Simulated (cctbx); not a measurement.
## Reading a Patterson map

Space group Im-3m (no. 229), a = 9.1730 Å, b = 9.1730 Å, c = 9.1730 Å, α = 90.00°, β = 90.00°, γ = 90.00°, content Tm12 Cu24 Sc8.

The data are simulated with cctbx, not measured: synchrotron X-rays, λ = 0.6889 Å, to d = 0.84 Å, 80 % of the full sphere, strongest reflection 70000 counts, noise from counting, a 4 % proportional error and a noise floor of 8 counts (s.d.); no absorption.

Patterson synthesis from sharpened amplitudes, origin scaled to 1000:

```text
Patterson group I m -3 m
      u       v       w   height  length (A)
  0.000   0.000   0.000   1000.0     0.00
  0.000   0.292   0.292    273.7     3.79
  0.177   0.177   0.177    228.5     2.81
  0.000   0.340   0.340    180.0     4.41
  0.000   0.000   0.338    170.2     3.10
  0.000   0.000   0.415    122.7     3.81
  0.000   0.000   0.133     39.9     1.22
  0.060   0.226   0.226     34.7     2.99
  0.075   0.075   0.075     25.2     1.20
  0.052   0.052   0.104     21.0     1.17
  0.102   0.102   0.261     20.3     2.74
  0.000   0.154   0.500     18.5     4.80
  0.079   0.250   0.421     16.0     4.55
  0.089   0.089   0.395     13.2     3.80
```

Q: Assign the vectors.

A peak at u stands for all pairs with xi − xj = u, with weight Σ ZiZj against Σ Z² = 80844 at the origin. Peak heights follow these weights only roughly, since form factors, motion and series ripples differ, all vectors within 0.55 Å of a peak are counted as merged into it though the farther ones add only part of their weight, and F(000) is left out, which lowers the whole map:

| u | v | w | shortest length (Å) | height | 1000 ΣZiZj/ΣZ² | pairs in the cell |
| --- | --- | --- | --- | --- | --- | --- |
| 0.000 | 0.292 | 0.292 | 3.79 | 274 | 256 | 4 × Tm–Tm, 2 × Cu–Cu |
| 0.177 | 0.177 | 0.177 | 2.81 | 228 | 422 | 12 × Tm–Cu, 12 × Cu–Cu |
| 0.000 | 0.340 | 0.340 | 4.41 | 180 | 302 | 8 × Tm–Cu, 10 × Cu–Cu |
| 0.000 | 0.000 | 0.338 | 3.10 | 170 | 479 | 16 × Tm–Cu, 8 × Cu–Cu |
| 0.000 | 0.000 | 0.415 | 3.81 | 123 | 118 | 2 × Tm–Tm |

The table stops at ten peaks or at a height of 45, below which ripples compete. In the model behind the data Tm, the heaviest element, has 1 independent site: (0.7072, 0, 0), up to an allowed shift of origin; the Tm–Tm vectors are differences of these positions and their symmetry mates. The whole model:

```csv
atom,mult.,x,y,z,Ueq (Å²)
Tm1,12,0.7072,0,0,0.0032
Cu1,24,1/2,0.1634,0.1634,0.0062
Sc1,8,1/4,1/4,1/4,0.0029
```

This is a model crystal, built by substitution and not relaxed, with assumed displacement parameters.

[Logs are printed without paths, hosts, clocks, repeated set-up lines and the standing remarks that a program may print on its own settings, such as how far it seeks lower states.]
